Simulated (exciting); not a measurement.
Consider LuSF, space group R-3m.

```
Lu S F
1.0
     1.98730    1.14737    8.20967
    -1.98730    1.14737    8.20967
     0.00000   -2.29474    8.20967
Lu S F
2 2 2
Cartesian
  0.0000 0.0000 0.0000
  0.0000 0.0000 12.3145
  0.0000 0.0000 14.9966
  0.0000 0.0000 9.6324
  0.0000 0.0000 20.5086
  0.0000 0.0000 4.1204
```

Absorber: atom 5, with 3 Lu at 2.29 Å and 3 F at 2.29 Å (6-fold, site symmetry 3m). Method: exciting, all-electron LAPW+lo, LDA, exchange and screened direct term (singlet BSE), 3×3×3 shifted k points, 48 conduction bands, |G+q| up to 3 bohr⁻¹, full RPA screening with nempty = 80, Lorentzian half width 0.45 eV.

Question: What does the F K spectrum look like, and is there a bound core exciton?

Bound core exciton? Yes on this mesh: the first bright state (over 5 % of the brightest) lies at -0.56 eV from the Kohn–Sham onset. Maxima (height): 0.0 eV (0.40), 2.6 eV (1.00), 6.5 eV (0.28), 14.2 eV (0.28) and 20.3 eV (0.17).

Energy from the Kohn–Sham onset, core level to the lowest empty state found on the meshes used; Im ε in relative units:

| E (eV) | Im ε |
| --- | --- |
| -3.5 | 0.02 |
| -3.0 | 0.02 |
| -2.5 | 0.03 |
| -2.0 | 0.04 |
| -1.5 | 0.07 |
| -1.0 | 0.14 |
| -0.5 | 0.30 |
| 0.0 | 0.40 |
| 0.5 | 0.31 |
| 1.0 | 0.24 |
| 1.5 | 0.30 |
| 2.0 | 0.55 |
| 2.5 | 0.98 |
| 3.0 | 0.77 |
| 3.5 | 0.51 |
| 4.0 | 0.36 |
| 4.5 | 0.29 |
| 5.0 | 0.26 |
| 5.5 | 0.24 |
| 6.0 | 0.26 |
| 6.5 | 0.28 |
| 7.0 | 0.23 |
| 7.5 | 0.18 |
| 8.0 | 0.14 |
| 8.5 | 0.11 |
| 9.0 | 0.11 |
| 9.5 | 0.10 |
| 10.0 | 0.09 |
| 10.5 | 0.09 |
| 11.0 | 0.11 |
| 11.5 | 0.13 |
| 12.0 | 0.15 |
| 12.5 | 0.20 |
| 13.0 | 0.25 |
| 13.5 | 0.28 |
| 14.0 | 0.28 |
| 14.5 | 0.27 |
| 15.0 | 0.28 |
| 15.5 | 0.24 |
| 16.0 | 0.19 |
| 16.5 | 0.17 |
| 17.0 | 0.14 |
| 17.5 | 0.12 |
| 18.0 | 0.12 |
| 18.5 | 0.14 |
| 19.0 | 0.15 |
| 19.5 | 0.16 |
| 20.0 | 0.17 |
| 20.5 | 0.16 |
| 21.0 | 0.14 |

Binding energies aren't converged on 27 k points, and fine structure above the first lines is partly noise of the mesh. Exchange and the short-range direct term aren't converged in the kernel cutoff. The zero comes from the shifted mesh, which comes near the band minimum without meeting it. The Kohn–Sham onset, 652 eV, is no photon energy: the scale needs a rigid shift. No quasiparticle correction widens the gap or stretches the bands. Vibrations and energy-dependent lifetimes are left out. The structure is a published determination, not relaxed.

[Banner, clock and machine lines of the logs are left out without a mark of their own.]

[Logs are printed without paths, hosts, clocks, repeated set-up lines and the standing remarks that a program may print on its own settings, such as how far it seeks lower states.]

[Hosts, paths, dates, database ids (printed as entryN), source tags and the programs' standing remarks are cut or masked in the printed files.]
